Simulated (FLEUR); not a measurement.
# MnHg: two couplings from three orders, and a test

Aim: get Heisenberg couplings of MnHg from the energies of collinear orders, with pencil and paper, and test them on an order left out of the fit.

Program: FLEUR MaX-R8.1. Level of theory: PBEsol; all-electron FLAPW, Dirac cores, scalar-relativistic bands. Results are calculated unless marked as measured.

## (1) The structure

The structure is cubic, space group Pm-3m (No. 221). The conventional cell has a = 3.315 Å, b = 3.315 Å, c = 3.315 Å, α = 90.00°, β = 90.00°, γ = 90.00°. Mn has 8 Hg at 2.87 Å nearest. Nearest to Hg lie 8 Mn at 2.87 Å. Farther neighbours are not listed.

Coordinates:

```xyz
2
Lattice="3.3150 0.0000 0.0000 0.0000 3.3150 0.0000 0.0000 0.0000 3.3150" Properties=species:S:1:pos:R:3 pbc="T T T"
Mn    1.6575    1.6575    1.6575
Hg    0.0000    0.0000    0.0000
```

## (2) The parallel order

All energies count from this run.

inpgen writes inp.xml from crystal.txt; cutoffs, mixing, functional, smearing and local orbitals are then set in the file. The k list default-1 (kpts.xml, not shown) is a Γ-centred 8×8×8 mesh; where the ranks do not divide the number of points, some are split in two of half the weight.

inp.xml

```
<?xml version="1.0" encoding="UTF-8" standalone="no"?>
<fleurInput fleurInputVersion="0.39">
   <comment>
      MnHg
   </comment>
   <calculationSetup>
      <cutoffs Kmax="3.6" Gmax="10.8" GmaxXC="10.8" numbands="0"/>
      <scfLoop itmax="90" minDistance="0.00002" maxIterBroyd="15" imix="Anderson" alpha="0.05" precondParam="0.0" spinf="2.0" sdNocoIR="T"/>
      <coreElectrons ctail="T" frcor="F" kcrel="0" coretail_lmax="0"/>
      <xcFunctional name="PBEs" relativisticCorrections="F"/>
      <magnetism jspins="2"/>
      <soc l_soc="F" theta="0.0" phi="0.0" spav="F"/>
      <expertModes spex="0" secvar="F"/>
      <geometryOptimization l_f="F" forcealpha="1.0" forcemix="BFGS" epsdisp="0.00001" epsforce="0.00001"/>
      <ldaU l_linMix="F" mixParam="0.05" spinf="1.0"/>
   </calculationSetup>
   <cell>
      <bzIntegration valenceElectrons="33.0" mode="hist" fermiSmearingEnergy="0.00110248">
         <kPointListSelection listName="default-1"/>
         <xi:include xmlns:xi="http://www.w3.org/2001/XInclude" href="kpts.xml"> </xi:include>
      </bzIntegration>
      <xi:include xmlns:xi="http://www.w3.org/2001/XInclude" href="sym.xml"> </xi:include>
      <bulkLattice scale="1.0">
         <bravaisMatrix>
            <row-1>    6.2644421030489994     0.0000000000000000     0.0000000000000000</row-1>
            <row-2>    0.0000000000000000     6.2644421030489994     0.0000000000000000</row-2>
            <row-3>    0.0000000000000000     0.0000000000000000     6.2644421030489994</row-3>
         </bravaisMatrix>
      </bulkLattice>
   </cell>
   <atomSpecies>
      <species name="Manganese 3.501" element="Mn" atomicNumber="25">
         <mtSphere radius="2.64" gridPoints="873" logIncrement="0.014"/>
         <atomicCutoffs lmax="10" lnonsphr="8"/>
         <electronConfig flipSpins="F">
            <coreConfig>(1s1/2) (2s1/2) (2p1/2) (2p3/2)</coreConfig>
            <valenceConfig>(3s1/2) (3p1/2) (3p3/2) (4s1/2) (3d3/2) (3d5/2)</valenceConfig>
            <stateOccupation state="(3d3/2)" spinUp="1.2505" spinDown="0.7495"/>
            <stateOccupation state="(3d5/2)" spinUp="3.0" spinDown="0.0"/>
         </electronConfig>
         <energyParameters s="4" p="4" d="3" f="4"/>
         <lo type="SCLO" l="0" n="3" eDeriv="0"/>
         <lo type="SCLO" l="1" n="3" eDeriv="0"/>
      </species>
      <species name="Mercury (Hg)" element="Hg" atomicNumber="80">
         <mtSphere radius="2.64" gridPoints="873" logIncrement="0.015"/>
         <atomicCutoffs lmax="10" lnonsphr="8"/>
         <electronConfig flipSpins="F">
            <coreConfig>(1s1/2) (2s1/2) (2p1/2) (2p3/2) (3s1/2) (3p1/2) (3p3/2) (4s1/2) (3d3/2) (3d5/2) (4p1/2) (4p3/2) (5s1/2) (4d3/2) (4d5/2) (4f5/2) (4f7/2)</coreConfig>
            <valenceConfig>(5p1/2) (5p3/2) (6s1/2) (5d3/2) (5d5/2)</valenceConfig>
         </electronConfig>
         <energyParameters s="6" p="6" d="5" f="5"/>
         <lo type="SCLO" l="1" n="5" eDeriv="0"/>
      </species>
   </atomSpecies>
   <atomGroups>
      <atomGroup species="Manganese 3.501">
         <relPos label="                   1">1.000/2.000 1.000/2.000 1.000/2.000</relPos>
         <force calculate="T" relaxXYZ="TTT"/>
      </atomGroup>
      <atomGroup species="Mercury (Hg)">
         <relPos label="                   2">.0000000000 .0000000000 .0000000000</relPos>
         <force calculate="T" relaxXYZ="TTT"/>
      </atomGroup>
   </atomGroups>
   <output dos="F" band="F" slice="F">
      <bandDOS minEnergy="-.5*Htr" maxEnergy="0.5*Htr" sigma="0.015" storeEVData="T"/>
      <plotting iplot="0" polar="F">
         <plot TwoD="T" vec1="  1.0  0.0  0.0" vec2="  0.0  1.0  0.0" vec3="  0.0  0.0  1.0" zero="  0.0  0.0  0.0" file="plot"/>
      </plotting>
      <moessbauerParams electricFieldGradient="F" isomerShift="F" coreHyperfine="F" valenceHyperfine="F"/>
   </output>
</fleurInput>
```

crystal.txt

```
MnHg
&input film=F cartesian=F /
3.31500000000  0.00000000000  0.00000000000
0.00000000000  3.31500000000  0.00000000000
0.00000000000  0.00000000000  3.31500000000
1.8897261246
1.0 1.0 1.0

2
25 0.50000000000  0.50000000000  0.50000000000 : 3.501
80 0.00000000000  0.00000000000  0.00000000000

&kpt div1=8 div2=8 div3=8 gamma=T /
```

On the command line:

```console
OMP_NUM_THREADS=1 inpgen -f crystal.txt > inpgen.log  # inp.xml is then edited as shown
OMP_NUM_THREADS=1 mpirun -n 2 fleur_MPI > fleur.log
```

Output:

```text
Welcome to FLEUR        (www.flapw.de)
      MaX-Release 8.1          (www.max-centre.eu)

 ========== k-point set info ==========
 Selected k-point list: default-1
 k-point list type: mesh
 0 x 0 x 0
 Number of k points: 36

 [... set-up left out ...]
 Iteration:     1   Distance:      17.62009319 me/bohr^3
 Iteration:     2   Distance:      13.58842431 me/bohr^3
 Iteration:     3   Distance:       8.09668121 me/bohr^3
 Iteration:     4   Distance:       5.21520760 me/bohr^3
 Iteration:     5   Distance:       4.21191769 me/bohr^3
[...]
<sumOfEigenvalues value="   -12781.5021864329">
               <coreElectrons value="-12757.5963958912"/>
               <valenceElectrons value="-23.9057905416"/>
            </sumOfEigenvalues>
         [... left out ...]
            <freeEnergy value="-20813.9580561109"/>
            <extrapolationTo0K value="-20813.9579714234"/>
         </totalEnergy>
         <densityConvergence units="me/bohr^3">
            <chargeDensity spin="1" distance="0.0000046145"/>
            <chargeDensity spin="2" distance="0.0000056444"/>
            <overallChargeDensity distance="0.0000038509"/>
            <spinDensity distance="0.0000095643"/>
         </densityConvergence>
      </iteration>
```

The job ended after 26 s (2 MPI ranks of Arm Neoverse V1, shared host; peak memory 0.16 GiB; 53 s of CPU time).

Spin moment in the muffin-tin sphere by atom:

```csv
atom,spin moment in the muffin-tin sphere (μB)
Mn1,3.93
Hg2,-0.04
```

Numbers from this step:

```yaml
free_energy: -566376.6520 eV
program_s_band_gap_on_this_mesh_in_a_metal_only_a_level_spacing: 0.03908 eV
magnetization: 3.909 μB
final_state: ferromagnetic
```

After 23 cycles the largest moment stands at 3.93 μB.

## (3) The orders used for the fit

The other orders were run with the same settings, on meshes that hold the same points. Free energies are divided by the number of Mn atoms; q is in fractions of the reciprocal vectors of the first run's cell.

```csv
order,atoms,mesh,free energy (eV),eV per Mn,largest moment (μB)
F +,2,8×8×8,-566376.6520,-566376.6520,3.93
"AF q=(0,1/2,1/2) +-",4,8×4×8,-1132753.1677,-566376.5839,3.92
"AF q=(0,0,1/2) +-",4,8×8×4,-1132753.3923,-566376.6961,3.93
```

## (4) Counting neighbours

With E = −Σ J e_i·e_j over ordered pairs of unit vectors, turning a neighbour from parallel to opposed costs 2J a Mn atom. So an order lies 2 Σ n J over the parallel one, n being the opposed neighbours in each shell.

```csv
shell,distance (Å),neighbours,"opposed in AF q=(0,1/2,1/2) +-","opposed in AF q=(0,0,1/2) +-","opposed in AF q=(1/2,1/2,1/2) +-"
J1,3.31,6,4,2,6
J2,4.69,12,8,8,0
J3,5.74,8,0,8,8
```

Only J1 and J2 are kept.

## (5) Solving

```
2 × 4 × J1 + 2 × 8 × J2 = +68.1 meV    (AF q=(0,1/2,1/2) +-)
2 × 2 × J1 + 2 × 8 × J2 = -44.2 meV    (AF q=(0,0,1/2) +-)
J1 = +28.08 meV
J2 = -9.78 meV
```

## (6) The test

The couplings now give the orders that were left out:

```
2 × 6 × (+28.08) = +337.0 meV    (AF q=(1/2,1/2,1/2) +-)
```

The runs themselves:

```csv
order,atoms,mesh,free energy (eV),eV per Mn,largest moment (μB),over the parallel order (meV),foretold (meV)
"AF q=(1/2,1/2,1/2) +-",4,4×8×8,-1132753.4810,-566376.7405,3.95,-88.5,+337.0
```

## (7) Results

```json
{"J1 (Mn–Mn at 3.31 Å)": "28.1 meV", "J2 (Mn–Mn at 4.69 Å)": "-9.78 meV", "largest miss on the orders left out": "425 meV"}
```

**Reading.** The model misses the order left out by 425 meV, 481 % of the largest distance from the parallel order, so it fails: these couplings alone don't describe the crystal. The largest moments of the orders differ by 0.54 % of the greatest. Shells that were dropped are folded into the couplings or show in the miss.

[Logs and program files are shortened in this print: banners, set-up blocks, solver, clock and traceback lines can be left out without a mark of their own.]

[Logs are printed without paths, hosts, clocks, repeated set-up lines and the standing remarks that a program may print on its own settings, such as how far it seeks lower states.]

[Hosts, paths, dates, database ids (printed as entryN), source tags and the programs' standing remarks are cut or masked in the printed files.]

[Where a cell is said to come from a database of computed structures, the database is the Materials Project.]
